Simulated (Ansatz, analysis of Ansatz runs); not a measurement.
# A hop of O in Y2S2O (P2_1/c), charge 0

Wanted: path and barrier of a jump of O in Y2S2O (P2_1/c) at charge 0. The case: O_i by the interstitialcy path, in a cell of 40 host atoms with 1 O put in.

Method: plane-wave PAW DFT, LDA; nudged elastic band between two relaxed defect structures, in Ansatz 0.2.0.

**1. The starting structure**

The cell holds 41 atoms: 16 Y, 16 S and 9 O. Cell: a = 9.558 Å, b = 9.611 Å, c = 10.562 Å, α = 56.3°, β = 68.7°, γ = 66.9°. It derives from Y2S2O (space group P2_1/c). Nearest the centre at fractional (0.422, 0.600, 0.114): O41 at 1.51 Å, O39 at 1.51 Å, Y7 at 1.79 Å, Y11 at 2.02 Å, S32 at 2.29 Å, S17 at 2.50 Å, O36 at 2.75 Å, Y16 at 2.83 Å.

Coordinates:

```xyz
41
Lattice="-1.1302 6.7797 6.6422 6.9691 0.0000 6.6185 8.0992 6.7797 -0.0236" Properties=species:S:1:pos:R:3 pbc="T T T"
Y     6.1410    6.4114    4.9637
Y     5.0108    6.4114   11.6059
Y     8.3622    3.0216    4.9522
Y     8.3622    9.8012    4.9522
Y     8.9273    7.1480    1.6312
Y     7.7971    7.1480    8.2733
Y     5.5759    3.7581    8.2848
Y     5.5759   10.5378    8.2848
Y    10.7663    5.8046    4.4819
Y     2.6671    5.8046    4.5056
Y     3.7369    2.4148    5.4340
Y     3.7369    9.1944    5.4340
Y    11.2710    7.7548    8.7315
Y     3.1718    7.7548    8.7551
Y    10.2012    4.3649    7.8030
Y    10.2012   11.1446    7.8030
S     6.3789    1.8865    6.4208
S     6.3789    8.6662    6.4208
S     2.0982    2.4877    2.8293
S     9.0673    9.2673    9.4478
S     4.8708    4.2920    3.7892
S    11.8399   11.0717   10.4077
S     9.6324    7.6818    6.1268
S     1.5332    7.6818    6.1504
S     8.1243    5.2763    3.4952
S     6.9941    5.2763   10.1374
S     7.5592    4.8932    6.8163
S     7.5592   11.6729    6.8163
S     6.9440    8.2830    3.0997
S     5.8138    8.2830    9.7419
S    12.4050    5.8775    7.0867
S     4.3058    5.8775    7.1103
O     9.6786    6.1878    8.9364
O     9.6786   12.9675    8.9364
O    10.2436    3.9817    5.6154
O     2.1444    3.9817    5.6390
O     4.2596    0.5918    4.3006
O     4.2596    7.3715    4.3006
O    11.7937    9.5777    7.5981
O     3.6945    9.5777    7.6217
O     5.5575    4.4692    5.9231
```

The cell's shortest repeat is 9.6 Å.

**2. Relaxation of the start point, charge 0**

The ends come first: from an unrelaxed start the top is counted from too high an energy, and the barrier comes out too low. Small random displacements break the symmetry of the ideal sites, so that the defect can distort if it gains by it. A width of 0.01 eV lets levels that lie close at the Fermi energy share an electron.

A first try with fixed occupations did not converge, so this run has a small smearing.

The input, q0.start_smeared/input.yaml:

```yaml
crystal:
  lattice:
    - [-1.13015356, 6.77967323, 6.6421666]
    - [6.96905613, 0.0, 6.61852732]
    - [8.0992097, 6.77967323, -0.02363928]
  atoms:
    - { symbol: "Y", position: [0.41656442, 0.33381268, 0.52911365] }
    - { symbol: "Y", position: [0.91656442, 0.83381268, 0.02911365] }
    - { symbol: "Y", position: [0.02911365, 0.72050926, 0.41656442] }
    - { symbol: "Y", position: [0.52911365, 0.22050926, 0.91656442] }
    - { symbol: "Y", position: [0.08343558, 0.16618732, 0.97088635] }
    - { symbol: "Y", position: [0.58343558, 0.66618732, 0.47088635] }
    - { symbol: "Y", position: [0.47088635, 0.77949074, 0.08343558] }
    - { symbol: "Y", position: [0.97088635, 0.27949074, 0.58343558] }
    - { symbol: "Y", position: [0.05592476, 0.62391369, 0.80025064] }
    - { symbol: "Y", position: [0.55592476, 0.12391369, 0.30025064] }
    - { symbol: "Y", position: [0.30025064, 0.51991091, 0.05592476] }
    - { symbol: "Y", position: [0.80025064, 0.01991091, 0.55592476] }
    - { symbol: "Y", position: [0.44407524, 0.87608631, 0.69974936] }
    - { symbol: "Y", position: [0.94407524, 0.37608631, 0.19974936] }
    - { symbol: "Y", position: [0.19974936, 0.98008909, 0.44407524] }
    - { symbol: "Y", position: [0.69974936, 0.48008909, 0.94407524] }
    - { symbol: S, position: [0.16263204, 0.8073203, 0.11562368] }
    - { symbol: S, position: [0.66263204, 0.3073203, 0.61562368] }
    - { symbol: S, position: [0.23768224, 0.18941516, 0.12924741] }
    - { symbol: S, position: [0.73768224, 0.68941516, 0.62924741] }
    - { symbol: S, position: [0.26231776, 0.31058484, 0.37075259] }
    - { symbol: S, position: [0.76231776, 0.81058484, 0.87075259] }
    - { symbol: S, position: [0.37075259, 0.5563448, 0.76231776] }
    - { symbol: S, position: [0.87075259, 0.0563448, 0.26231776] }
    - { symbol: S, position: [0.11562368, 0.41442398, 0.66263204] }
    - { symbol: S, position: [0.61562368, 0.91442398, 0.16263204] }
    - { symbol: S, position: [0.33736796, 0.6926797, 0.38437632] }
    - { symbol: S, position: [0.83736796, 0.1926797, 0.88437632] }
    - { symbol: S, position: [0.38437632, 0.08557602, 0.83736796] }
    - { symbol: S, position: [0.88437632, 0.58557602, 0.33736796] }
    - { symbol: S, position: [0.12924741, 0.9436552, 0.73768224] }
    - { symbol: S, position: [0.62924741, 0.4436552, 0.23768224] }
    - { symbol: O, position: [0.43980694, 0.91052819, 0.4728954] }
    - { symbol: O, position: [0.93980694, 0.41052819, 0.9728954] }
    - { symbol: O, position: [0.0271046, 0.82323053, 0.56019306] }
    - { symbol: O, position: [0.5271046, 0.32323053, 0.06019306] }
    - { symbol: O, position: [0.06019306, 0.58947181, 0.0271046] }
    - { symbol: O, position: [0.56019306, 0.08947181, 0.5271046] }
    - { symbol: O, position: [0.4728954, 0.67676947, 0.93980694] }
    - { symbol: O, position: [0.9728954, 0.17676947, 0.43980694] }
    - { symbol: O, position: [0.371411, 0.523221, 0.287792] }
basis:
  ecutwfc: 420
  xc_grid: 2
hamiltonian:
  xc: lda
kpoints:
  mp_grid: { grid: [1, 1, 1] }
scf:
  occupations: { method: fermi_dirac, width: 0.01 }
  max_iter: 60
output:
  forces: true
relax:
  f_tol: 0.015
  max_steps: 70
  random_displacement: { amplitude: 0.03, seed: 9745 }
```

Command:

```bash
> ansatz run input.yaml --threads 4 --pin off --max-ram 7536MiB --backend cpu --events-out ev --progress --plain --runs-dir out
```

Numbers of over 12 decimals in the logs are rounded to 6 here.

Log:

```text
[... repeated set-up lines and file paths are left out, and long positions are rounded to six places ...]
The last accepted step is kept in <dir> (removed where the run ends without a failure and the disk answers)
Engine: ansatz 0.2.0, aarch64-unknown-linux-gnu
Pseudopotentials: kind: paw
Pseudopotential: Y, paw, valence charge 11, recommended cutoff 420 eV (normal), Y.paw.azcp
Pseudopotential: S, paw, valence charge 6, recommended cutoff 420 eV (normal), S.paw.azcp
Pseudopotential: O, paw, valence charge 6, recommended cutoff 420 eV (normal), O.paw.azcp
Functional definition: SPW92
  exchange = slater_x
  correlation = pw_c
Crystal: 41 atoms, lattice volume = 729.080 Å³
Basis set: ecut = 420 eV, 14223 PW (Γ), exchange–correlation on 128×144×144 points (8 copies of the dense FFT grid, shifted against one another)
Bands: 204, of which v1, the nominal top of the filled ones, is band 163 counted from 1 (162 counted from 0)
Symmetry: 1 space group operations
k-points: 1
Non-local potential: Y, projectors of the file, l = 0: 3, l = 1: 2, l = 2: 2, l = 3: 1
Non-local potential: S, projectors of the file, l = 0: 2, l = 1: 2, l = 2: 2
Non-local potential: O, projectors of the file, l = 0: 2, l = 1: 2, l = 2: 1
PAW form: soft (Blöchl's): semilocal exchange-correlation on the pseudo side does not see the compensation charge
PAW frozen core: Y, regenerated for the run's functional, and the local potential with it (the file was generated under x = pbe(κ = 0.804, μ = 0.219515), c = pbe(β = 0.066725))
PAW frozen core: S, regenerated for the run's functional, and the local potential with it (the file was generated under x = pbe(κ = 0.804, μ = 0.219515), c = pbe(β = 0.066725))
PAW frozen core: O, regenerated for the run's functional, and the local potential with it (the file was generated under x = pbe(κ = 0.804, μ = 0.219515), c = pbe(β = 0.066725))
PAW one-centre angular grid: Y, 590 points (default); XC on 64 Gauss nodes
PAW one-centre angular grid: S, 110 points (default); XC on 64 Gauss nodes
PAW one-centre angular grid: O, 110 points (default); XC on 64 Gauss nodes
Initial density: superposition of atomic densities (neutral atoms: chi_scale 0, normalization atom), corrected by the library's trained network
Initial wavefunctions: pseudopotential atomic-orbital guess
Functional: x = slater, c = lda
SCF iter   1: F=—  HF=-78924.409537 eV  |F-HF|=—  |Δ(HF+E_count)|=         —  Δρ=1.56e-2  dr2=2.06e0  ethr=1.77e-3  ⟨swp⟩=6.0  Hψ=803  notcnv=0  defer=14
preconditioner: auto → Resta (q_TF=auto, 2.386 Å⁻¹)  ε∞=3.7  [insulator: Δε(μ)=0.279 eV  Ē_g=14.464 eV  σ=0.010 eV  W_gap=1.00  n_scr=164 (ndim 8)  ℏωp=23.6 eV  f_vac=0.000  D(μ)=0.00/eV (n_scr^D=0)  ε∞_Penn≈3.7]
SCF iter   2: F=—  HF=-78924.147972 eV  |F-HF|=—  |Δ(HF+E_count)|=   2.62e-1  Δρ=2.16e-2  dr2=3.46e0  ethr=6.32e-4  ⟨swp⟩=2.0  Hψ=343  notcnv=0  defer=32
SCF iter   3: F=—  HF=-78924.119400 eV  |F-HF|=—  |Δ(HF+E_count)|=   2.86e-2  Δρ=1.10e-2  dr2=9.03e-1  ethr=6.32e-4  ⟨swp⟩=2.0  Hψ=173  notcnv=0  defer=32
SCF iter   4: F=—  HF=-78924.036837 eV  |F-HF|=—  |Δ(HF+E_count)|=   8.26e-2  Δρ=8.76e-3  dr2=5.61e-1  ethr=2.77e-4  ⟨swp⟩=2.0  Hψ=173  notcnv=0  defer=32
SCF iter   5: F=—  HF=-78923.986271 eV  |F-HF|=—  |Δ(HF+E_count)|=   5.06e-2  Δρ=5.12e-3  dr2=1.60e-1  ethr=1.72e-4  ⟨swp⟩=1.0  Hψ=235  notcnv=0  defer=32
SCF iter   6: F=—  HF=-78923.985995 eV  |F-HF|=—  |Δ(HF+E_count)|=   2.77e-4  Δρ=5.64e-3  dr2=2.16e-1  ethr=4.91e-5  ⟨swp⟩=1.0  Hψ=172  notcnv=0  defer=32
SCF iter   7: F=—  HF=-78923.998144 eV  |F-HF|=—  |Δ(HF+E_count)|=   1.21e-2  Δρ=7.79e-3  dr2=4.07e-1  ethr=4.91e-5  ⟨swp⟩=2.0  Hψ=173  notcnv=0  defer=32
SCF iter   8: F=—  HF=-78923.982990 eV  |F-HF|=—  |Δ(HF+E_count)|=   1.52e-2  Δρ=1.80e-3  dr2=2.34e-2  ethr=4.91e-5  ⟨swp⟩=1.0  Hψ=172  notcnv=0  defer=32
SCF iter   9: F=—  HF=-78923.982595 eV  |F-HF|=—  |Δ(HF+E_count)|=   3.95e-4  Δρ=9.46e-4  dr2=6.05e-3  ethr=7.18e-6  ⟨swp⟩=1.0  Hψ=172  notcnv=0  defer=32
SCF iter  10: F=—  HF=-78923.982508 eV  |F-HF|=—  |Δ(HF+E_count)|=   8.76e-5  Δρ=4.56e-4  dr2=1.57e-3  ethr=1.85e-6  ⟨swp⟩=1.0  Hψ=172  notcnv=0  defer=32
SCF iter  11: F=—  HF=-78923.982754 eV  |F-HF|=—  |Δ(HF+E_count)|=   2.46e-4  Δρ=2.90e-4  dr2=6.29e-4  ethr=4.81e-7  ⟨swp⟩=1.0  Hψ=172  notcnv=0  defer=32
SCF iter  12: F=—  HF=-78923.982743 eV  |F-HF|=—  |Δ(HF+E_count)|=   1.09e-5  Δρ=6.81e-5  dr2=3.43e-5  ethr=1.93e-7  ⟨swp⟩=1.0  Hψ=172  notcnv=0  defer=32
SCF iter  13: F=-78923.982742 eV  HF=-78923.982742 eV  |F-HF|=3.25e-7  |Δ(HF+E_count)|=   6.37e-7  Δρ=7.65e-6  dr2=3.91e-7  ethr=1.73e-9  ⟨swp⟩=2.0  Hψ=469  notcnv=0
SCF 1 converged in 13 iterations: F = -78923.982742 eV  dr2 = 3.91e-7
  greatest PAW one-centre occupation: 0.992 electrons in one spin orbital (limit 2), on the Y atom at site 14 (counted from 0), in its partial waves of l = 0
relax step   1: F+E_penalty+E_count = -78923.98274184 eV  Δ(F+E_penalty+E_count) = +0.000e0 eV  max|allowed force component| = 1.703e0 eV/Å  Δτ_max = 0.0000 Å  (13 SCF iters, dr2 threshold 5.63e-6 eV, accepted)
[... the SCF cycles and remarks between the steps are left out from here to the last step ...]
relax step   2: F+E_penalty+E_count = -78924.85164355 eV  Δ(F+E_penalty+E_count) = -8.689e-1 eV  max|allowed force component| = 2.489e0 eV/Å  Δτ_max = 0.1979 Å  (9 SCF iters, dr2 threshold 1.00e-4 eV, accepted)
relax step   3: F+E_penalty+E_count = -78925.59967886 eV  Δ(F+E_penalty+E_count) = -7.480e-1 eV  max|allowed force component| = 1.975e0 eV/Å  Δτ_max = 0.1986 Å  (6 SCF iters, dr2 threshold 1.00e-4 eV, accepted)
relax step   4: F+E_penalty+E_count = -78926.13910867 eV  Δ(F+E_penalty+E_count) = -5.394e-1 eV  max|allowed force component| = 2.026e0 eV/Å  Δτ_max = 0.1927 Å  (6 SCF iters, dr2 threshold 1.00e-4 eV, accepted)
relax step   5: F+E_penalty+E_count = -78926.63126769 eV  Δ(F+E_penalty+E_count) = -4.922e-1 eV  max|allowed force component| = 1.532e0 eV/Å  Δτ_max = 0.1940 Å  (6 SCF iters, dr2 threshold 1.00e-4 eV, accepted)
relax step   6: F+E_penalty+E_count = -78926.81122423 eV  Δ(F+E_penalty+E_count) = -1.800e-1 eV  max|allowed force component| = 1.844e0 eV/Å  Δτ_max = 0.1949 Å  (6 SCF iters, dr2 threshold 1.00e-4 eV, accepted)
relax step   7: F+E_penalty+E_count = -78926.97334947 eV  Δ(F+E_penalty+E_count) = -1.621e-1 eV  max|allowed force component| = 3.965e-1 eV/Å  Δτ_max = 0.2000 Å  (6 SCF iters, dr2 threshold 1.00e-4 eV, accepted)
relax step   8: F+E_penalty+E_count = -78927.01851418 eV  Δ(F+E_penalty+E_count) = -4.516e-2 eV  max|allowed force component| = 2.713e-1 eV/Å  Δτ_max = 0.0844 Å  (6 SCF iters, dr2 threshold 9.82e-6 eV, accepted)
relax step   9: F+E_penalty+E_count = -78927.03969431 eV  Δ(F+E_penalty+E_count) = -2.118e-2 eV  max|allowed force component| = 1.877e-1 eV/Å  Δτ_max = 0.0450 Å  (6 SCF iters, dr2 threshold 4.60e-6 eV, accepted)
relax step  10: F+E_penalty+E_count = -78927.02610373 eV  Δ(F+E_penalty+E_count) = +1.359e-2 eV  max|allowed force component| = 3.281e-1 eV/Å  Δτ_max = 0.2000 Å  (7 SCF iters, dr2 threshold 1.65e-5 eV, rejected (line search))
relax step  11: F+E_penalty+E_count = -78927.05653422 eV  Δ(F+E_penalty+E_count) = -1.684e-2 eV  max|allowed force component| = 9.909e-2 eV/Å  Δτ_max = 0.0792 Å  (8 SCF iters, accepted)
relax step  12: F+E_penalty+E_count = -78927.05909321 eV  Δ(F+E_penalty+E_count) = -2.559e-3 eV  max|allowed force component| = 3.075e-2 eV/Å  Δτ_max = 0.0331 Å  (5 SCF iters, dr2 threshold 2.74e-6 eV, accepted)
SCF iter   1: F=—  HF=-78927.059606 eV  |F-HF|=—  |Δ(HF+E_count)|=         —  Δρ=2.87e-4  dr2=6.04e-4  ethr=2.39e-6  ⟨swp⟩=3.0  Hψ=350  notcnv=0  defer=37
SCF iter   2: F=—  HF=-78927.059453 eV  |F-HF|=—  |Δ(HF+E_count)|=   1.52e-4  Δρ=1.33e-4  dr2=9.05e-5  ethr=1.85e-7  ⟨swp⟩=2.0  Hψ=306  notcnv=0  defer=37
SCF iter   3: F=—  HF=-78927.059694 eV  |F-HF|=—  |Δ(HF+E_count)|=   2.40e-4  Δρ=5.13e-5  dr2=1.58e-5  ethr=2.78e-8  ⟨swp⟩=2.0  Hψ=282  notcnv=0  defer=37
SCF iter   4: F=—  HF=-78927.059691 eV  |F-HF|=—  |Δ(HF+E_count)|=   2.88e-6  Δρ=1.91e-5  dr2=1.91e-6  ethr=4.84e-9  ⟨swp⟩=3.0  Hψ=267  notcnv=0  defer=37
SCF iter   5: F=—  HF=-78927.059691 eV  |F-HF|=—  |Δ(HF+E_count)|=   3.09e-7  Δρ=3.82e-6  dr2=1.01e-7  ethr=5.86e-10  ⟨swp⟩=2.0  Hψ=264  notcnv=0  defer=37
SCF iter   6: F=-78927.059691 eV  HF=-78927.059691 eV  |F-HF|=1.22e-8  |Δ(HF+E_count)|=   4.67e-9  Δρ=1.70e-6  dr2=1.80e-8  ethr=3.07e-11  ⟨swp⟩=3.0  Hψ=534  notcnv=0
SCF 13 converged in 6 iterations: F = -78927.059691 eV  dr2 = 1.80e-8
relax step  13: F+E_penalty+E_count = -78927.05969052 eV  Δ(F+E_penalty+E_count) = -5.973e-4 eV  max|allowed force component| = 8.158e-3 eV/Å  Δτ_max = 0.0057 Å  (6 SCF iters, accepted)
SCF converged after 6 iterations
Free energy (F): -78927.059691 eV
Harris-Foulkes:  -78927.059691 eV  (|F-HF|=1.22e-8)
Internal energy: -78927.059691 eV  (E = F + TS)
E sigma→0 (E₀):  -78927.059691 eV
Fermi energy:    10.431775 eV
--- Per-component energies (eV) ---
  E_band       = -1351.623944
  E_kinetic    = 8242.252109
  E_local      = -14600.353605  (includes V_loc(G=0)·N_el)
  E_nonlocal   = 1776.133064
  E_hartree    = 5020.046781
  E_xc         = -4990.039241
  E_vxc        = -5484.733403  (∫ρ·V_xc dr)
  E_paw        = -54016.285590  (= ΣΔE_a)
  E_vpaw       = -1325.036478  (= ΣTr[D̂ρ^β])
  E_aug_tail   = 0.022484  (compensation charges beyond the density's cutoff)
  E_ewald      = -20367.432521
  E_core_change = 8.596827  (= ΣΔE_core)
  E_smearing   = -0.000000  (= −TS)
  E_closure    = 0.000000  (closes the sum)
  Σ components = -78927.059691   (vs F -78927.059691, Δ=0.00e0)
--- Forces (eV/Å), atoms counted from 1 ---
  atom   1  Y      0.00261951     0.00106511     0.00496899
  atom   2  Y      0.00099643     0.00089666     0.00011015
  [... 4 atoms left out ...]
  atom   7  Y      0.00377018     0.00157877    -0.00021618
  [... 3 atoms left out ...]
  atom  11  Y      0.00101378    -0.00711240    -0.00061949
  [... 4 atoms left out ...]
  atom  16  Y     -0.00269562    -0.00325307     0.00024617
  atom  17  S      0.00022839    -0.00129180     0.00252991
  [... 3 atoms left out ...]
  atom  21  S      0.00160646     0.00137505    -0.00435608
  [... 5 atoms left out ...]
  atom  27  S     -0.00432217     0.00273140    -0.00533170
  [... 4 atoms left out ...]
  atom  32  S      0.00439881     0.00051675    -0.00206920
  [... 3 atoms left out ...]
  atom  36  O     -0.00258861     0.00169945     0.00229714
  [... 2 atoms left out ...]
  atom  39  O     -0.00221501    -0.00213644    -0.00179535
  [... 1 atom left out ...]
  atom  41  O      0.00100306    -0.00159031     0.00815856
  max |Σ_I F_I| component: 1.98e-5 eV/Å
--- Relaxed structure (13 steps of the walk, 12 accepted, 0 SCFs on fresh bases) ---
  F+E_penalty+E_count = -78927.05969052 eV   max|allowed force component| = 8.158e-3 eV/Å
  atoms:
    - { symbol: Y, position: [0.419390, 0.342490, 0.519706] }
    - { symbol: Y, position: [0.917623, 0.834816, 0.031994] }
    [... 4 atoms left out ...]
    - { symbol: Y, position: [0.470726, 0.785023, 0.080765] }
    [... 3 atoms left out ...]
    - { symbol: Y, position: [0.301744, 0.522633, 0.066793] }
    [... 4 atoms left out ...]
    - { symbol: Y, position: [0.698118, 0.485931, 0.941367] }
    - { symbol: S, position: [0.162451, 0.829091, 0.097850] }
    [... 3 atoms left out ...]
    - { symbol: S, position: [0.265483, 0.275330, 0.402265] }
    [... 5 atoms left out ...]
    - { symbol: S, position: [0.343379, 0.703031, 0.380711] }
    [... 4 atoms left out ...]
    - { symbol: S, position: [0.633656, 0.445917, 0.233909] }
    [... 3 atoms left out ...]
    - { symbol: O, position: [0.524991, 0.325574, 0.067037] }
    [... 2 atoms left out ...]
    - { symbol: O, position: [0.473990, 0.680372, 0.938939] }
    [... 1 atom left out ...]
    - { symbol: O, position: [0.267039, 0.482746, 0.317485] }
```

Wall time 66 s (4 threads of Arm Neoverse N1, shared host); peak memory 0.76 GiB.

The steps of the relaxation:

```csv
step,energy less that of the first step (eV),largest force component (eV/Å)
1,0.0000,1.7025
2,-0.8689,2.4886
3,-1.6169,1.9745
4,-2.1564,2.0256
5,-2.6485,1.5320
6,-2.8285,1.8440
7,-2.9906,0.3965
8,-3.0358,0.2713
9,-3.0570,0.1877
10,-3.0434,0.3281
11,-3.0738,0.0991
12,-3.0764,0.0308
13,-3.0769,0.0082
```

Relaxation step 10 was tried and not accepted.

The atoms that moved most (Å, from the sites as typed, ahead of the random displacement):

```csv
atom,dx,dy,dz,length
O41,0.076,-0.505,-0.961,1.089
S21,0.006,0.236,-0.212,0.318
Y3,-0.177,0.071,0.067,0.202
S17,0.008,-0.121,0.144,0.188
Y11,0.105,0.085,0.028,0.138
Y10,-0.064,0.104,0.059,0.135
S27,0.035,0.017,0.109,0.116
Y8,0.036,-0.013,-0.095,0.102
```

Neighbours of O41 at the end:

```csv
atom,distance (Å)
S21,1.676
Y11,2.367
Y1,2.454
Y3,2.697
S17,2.823
S27,2.932
S25,3.132
S32,3.211
```

Among the atoms that came to bonding distance: S21–O41 1.68 Å (from 2.25).

This step gave:

```
free energy                                                                                       : -78927.0597 eV
largest move from the ideal geometry of this structure, a common shift of the far atoms taken out : 1.110 Å
```

The relaxation gained 3.077 eV and ended with a largest force component of 0.0082 eV/Å.

(Continued in part 2 of 3.)

[Logs are printed without paths, hosts, clocks, repeated set-up lines and the standing remarks that a program may print on its own settings, such as how far it seeks lower states.]

[Hosts, paths, dates, database ids (printed as entryN), source tags and the programs' standing remarks are cut or masked in the printed files.]
